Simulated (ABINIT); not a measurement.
Planning a run of ABINIT 10.8.3 on CdTe (F-43m). The input:

```
acell 3*1.0 Angstrom
rprim 
  0.000000000000 3.240000000000 3.240000000000
  3.240000000000 0.000000000000 3.240000000000
  3.240000000000 3.240000000000 0.000000000000
ntypat 2
znucl 48 52
natom 2
typat 1 2
xred 
  0.000000000000 0.000000000000 0.000000000000
  0.250000000000 0.250000000000 0.250000000000
pp_dirpath "pseudos"
pseudos "Cd.upf, Te.upf"
ecut 47
ngkpt 4 4 4
nshiftk 1
shiftk 0 0 0
kptopt 1
chksymbreak 0
iscf -2
irdden 1
istwfk *1
nband 163
nbdbuf 14
tolwfr 1e-09
nstep 60
prtvol 0
indata_prefix "in"
outdata_prefix "out"
tmpdata_prefix "tmp"
```

```sh
OMP_NUM_THREADS=1 mpirun -n 16 abinit run.abi > log
```

Q: How long will it take on 16 MPI ranks of Arm Neoverse N1, shared host, and how much memory?

It took 1.7 min; on shared hardware allow 50 s to 3.3 min. Peak host memory was 1.3 GiB.

[Paths, hosts, dates, memory and timing lines, banners, echoed tables and standing remarks are left out of the program output.]

[Logs are printed without paths, hosts, clocks, repeated set-up lines and the standing remarks that a program may print on its own settings, such as how far it seeks lower states.]

[Runs of the session that timed out or met a known fault of the program may be left out.]

[No measured gap is set beside runs whose start may be inverted or whose files or cutoffs have a known fault.]

[Hosts, paths, dates, database ids (printed as entryN), source tags and the programs' standing remarks are cut or masked in the printed files.]

[G0W0 gaps are taken among the corrected bands and points alone; a level outside them can change the order at an edge.]

[Where Ansatz stands beside ABINIT at settings called matched, ABINIT's density can come from a denser mesh and the files from another edition; pairs whose starting gaps differed by over 0.03 eV were left out, so agreement reads better than it is.]
